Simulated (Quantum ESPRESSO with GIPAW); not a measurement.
# ZnSe (Stilleite): NMR parameters from first principles

Aim: the magnetic shielding of every site in ZnSe (Stilleite).

**The experiment.** The 67Zn shift is 274 ppm against aqueous Zn2+, in “Local structures of polar wurtzites Zn1-xMgxO studied by Raman and 67Zn/25Mg NMR spectroscopies and by total neutron scattering” (2008; arXiv:0808.0492), quoting earlier work.

Main program and level: Quantum ESPRESSO with GIPAW 8.0dev (patched build); DFT, PBE, plane-wave PAW (pslibrary 1.0.0 recipes), scalar-relativistic, GIPAW; a patched development version of the program.

This is a report of a sequence of runs, with most program output left out.

## (1) Starting point

Symmetry: F-43m, No. 216, cubic system. The conventional cell has a = 5.668 Å, b = 5.668 Å, c = 5.668 Å, α = 90.00°, β = 90.00°, γ = 90.00°. Nearest to Se lie 4 Zn at 2.45 Å. Nearest to Zn lie 4 Se at 2.45 Å. Farther neighbours and most contacts between anions are not listed.

The cell is an entry of the Crystallography Open Database.

A relaxation of the atoms beforehand (Quantum ESPRESSO with GIPAW) moved none by more than 0.003 Å.

## (2) Ground state

The shielding is a linear response of the occupied states, which this run provides. It is converged far beyond what an energy needs, since the response uses the wavefunctions themselves. No empty states are asked for: the response is solved without them. The mesh has a spacing of 0.18 Å⁻¹ at most. The PAW files were made with ld1.x from the pslibrary 1.0.0 recipes, with GIPAW reconstruction switched on.

Input file scf.in:

```
&control
  calculation = 'scf'
  prefix = 'x'
  outdir = './tmp/'
  pseudo_dir = './'
/
&system
  ibrav = 0
  nat = 2
  ntyp = 2
  ecutwfc = 65
  ecutrho = 390
  nbnd = 14
/
&electrons
  conv_thr = 1.0d-10
  mixing_beta = 0.7
  electron_maxstep = 100
/
ATOMIC_SPECIES
  Se 78.971 Se.pbe-dn-kjpaw_psl.1.0.0-gipaw.UPF
  Zn 65.380 Zn.pbe-dn-kjpaw_psl.1.0.0-gipaw.UPF
CELL_PARAMETERS angstrom
  0.00000000 2.83380000 2.83380000
  2.83380000 0.00000000 2.83380000
  2.83380000 2.83380000 0.00000000
ATOMIC_POSITIONS crystal
  Se 0.75000000 0.75000000 0.75000000
  Zn 0.00000000 0.00000000 0.00000000
K_POINTS automatic
  11 11 11 0 0 0
```

On the command line:

```console
> mpirun -np 4 pw.x -nk 4 -in scf.in > scf.out
```

It took 20 s on 4 MPI ranks of Arm Neoverse V1, shared host; peak memory 0.46 GiB.

It converged in 14 cycles to an estimated accuracy of 1e-10 Ry, on 56 irreducible k-points.

## (3) GIPAW: job nmr

The job finds the current that a weak uniform field induces (applied as a long wave, q_gipaw) and the field that this current makes at each nucleus. On atoms with p or d valence electrons much of the paramagnetic part arises close to the nucleus, where the PAW partial waves rebuild the true states. pawproj makes the reconstruction use the PAW data sets' own projectors.

Input file nmr.in:

```
&inputgipaw
  job = 'nmr'
  prefix = 'x'
  tmp_dir = './tmp/'
  restart_mode = 'from_scratch'
  verbosity = 'low'
  q_gipaw = 0.01
  spline_ps = .true.
  conv_threshold = 1.0d-11
  use_nmr_macroscopic_shape = .false.
  pawproj(1) = .true.
  pawproj(2) = .true.
/
```

On the command line:

```console
> mpirun -np 4 gipaw.x -in nmr.in > nmr.out
```

Wall time 4.6 min (4 MPI ranks); peak memory 0.31 GiB; 18 min of CPU time.

The f-sum rule is met to 0.0065 of 14.4 (0.05 %). Converged shieldings require that this miss be small, but a small miss does not prove them.

From the symmetric part of each tensor, with principal values σ11 ≤ σ22 ≤ σ33: σ_iso is their mean, the span is σ33 − σ11 and the skew 3(σ_iso − σ22)/span. (gipaw.x prints an anisotropy in another convention.)

```
site  atom no.  atoms in cell  σ_iso (ppm)  span (ppm)  skew
  Se         1              1       1723.7         0.0     -
  Zn         2              1         1300           0     -
```

The macroscopic shape term is switched off. For a spherical sample the valence susceptibility of this run would add about 14 ppm to every site, a rough estimate, since the susceptibility converges slowly and lacks part of the PAW terms. Differences within the crystal don't depend on it, but shieldings of different compounds can't be compared to better than about that much without it.

Se and Zn sit on cubic site symmetry, where the tensor must be isotropic.

## (4) From shieldings to shifts

Covalently bonded atoms count as neighbours within 1.18 times the sum of their radii. Otherwise a cation's neighbours lie within 1.2 times its shortest bond (1.3 for large cations, each anion's radius taken off where they differ), and an anion's are the cations that count it.

```
site  atom no.  atoms in cell  surroundings  bonds (Å)  σ_iso (ppm)
  Se         1              1  bound to Zn4      2.454       1723.7
  Zn         2              1         ZnSe4      2.454         1300
```

## (5) Cost against result

Each row names what was changed: another mesh tests the sampling of the zone; another functional shows how far the paramagnetic term hangs on the exchange-correlation form; another cutoff tests the basis.

Changes of σ_iso (ppm) against the run above (PBE, cutoffs 65 and 390 Ry, mesh 11×11×11, 20 min). Times are CPU times of pw.x and gipaw.x together, on 4 MPI ranks of Arm Neoverse V1, shared host; on a shared host they are rough. A run is marked as doubtful where the f-sum miss passes 0.015 electrons, or that much for each three atoms in larger cells (with Tl, Pb, Hg, Bi or Sn a third of that, or a mesh spacing over 0.26 Å⁻¹), or where the susceptibility is unphysically large.

```
                                      run  CPU time  f-sum miss      Se     Zn
                            mesh 13×13×13    30 min      0.0022   +52.5   -1.4
                                      LDA    20 min       0.011  -222.6  -30.1
cutoffs 45 and 280 Ry (coarse on purpose)    15 min      0.0024   -45.2   -2.1
                      mesh 7×7×7 (marked)   7.2 min       0.082  -568.5   +3.5
                                 Wu-Cohen    20 min      0.0089  -115.1  -14.8
```

The largest move is -568.5 ppm, on Se, from mesh 7×7×7.

## (6) A run with a fault

One more run, with a slip of the kind that is easily made.

scf.in: that of step 2 with these lines changed.

```diff
@@ -20,4 +20,4 @@
 ATOMIC_SPECIES
-  Se 78.971 Se.pbe-dn-kjpaw_psl.1.0.0-gipaw.UPF
-  Zn 65.380 Zn.pbe-dn-kjpaw_psl.1.0.0-gipaw.UPF
+  Se 78.971 Se.pbe-dn-kjpaw_psl.1.0.0.UPF
+  Zn 65.380 Zn.pbe-dn-kjpaw_psl.1.0.0.UPF
 CELL_PARAMETERS angstrom
```

On the command line:

```console
> mpirun -np 4 pw.x -nk 4 -in scf.in > scf.out
```

This SCF reached its threshold; then the response:

nmr.in: that of step 3 with these lines changed.

```diff
@@ -10,4 +10,2 @@
   use_nmr_macroscopic_shape = .false.
-  pawproj(1) = .true.
-  pawproj(2) = .true.
 /
```

On the command line:

```console
> mpirun -np 4 gipaw.x -in nmr.in > nmr.out
```

Run time: 4.6 min. Hardware: 4 MPI ranks; peak memory 0.31 GiB.

The run ends without an error, but the fault (files without GIPAW data) moves σ_iso of Se by -1657.7 ppm (both without the shape term); the f-sum rule is missed by 0.0065 electrons. Its numbers are not to be used. Without partial waves and core orbitals the core and reconstruction terms are missing.

## (7) Comparison with the measured values

Without a fitted line the measured shift still tests the calculation: for an exact theory σ + δ is one number for all compounds of a nucleus, up to the shape term, which is left out of σ and differs by some ppm between compounds.

```
nucleus, site  σ_iso (ppm)  measured δ (ppm)  σ + δ (ppm)  σ + δ of other compounds, same level
     67Zn, Zn         1300               274         1574                    ZnS 1617, ZnO 1681
```

## (8) Outcome

| Property | Result |
| --- | --- |
| 67Zn shielding without shape term | 1300 ppm |
| 77Se shielding without shape term | 1723.7 ppm |

In words: 67Zn has one site (ZnSe4), with isotropic shielding 1300 ppm (shape term left out). A shift needs a reference, δ = σ_ref − σ, fixed on measured compounds; for 67Zn of this kind at this level too few were at hand, or they scattered too widely about a line, so none is given. For 67Zn, σ + δ is 1574 ppm here and 1649 ppm on average over 2 other sites: with that reference and slope one the shift would be off by +75 ppm. Going to mesh 13×13×13 changes no isotropic shielding by more than 52.6 ppm, a first measure of the error left in that respect. A higher cutoff was not carried through on these files. The cheaper run with cutoffs 45 and 280 Ry takes about 75 % of the time and is off by 2.1 ppm on Zn, and by 45.2 ppm at most. The largest change with the functional is 222.6 ppm in absolute shielding; part of that drops out once each functional has its own reference line. This build of gipaw.x prints that it is not audited and that its numbers are no references by themselves. It also reports spline_ps as false although the input sets it; why was not traced.

[Logs are printed without paths, hosts, clocks, repeated set-up lines and the standing remarks that a program may print on its own settings, such as how far it seeks lower states.]

[Hosts, paths, dates, database ids (printed as entryN), source tags and the programs' standing remarks are cut or masked in the printed files.]

[Where no reference line passes its bar on scatter, no shift is given, so a measured shift of this compound may stand uncompared.]
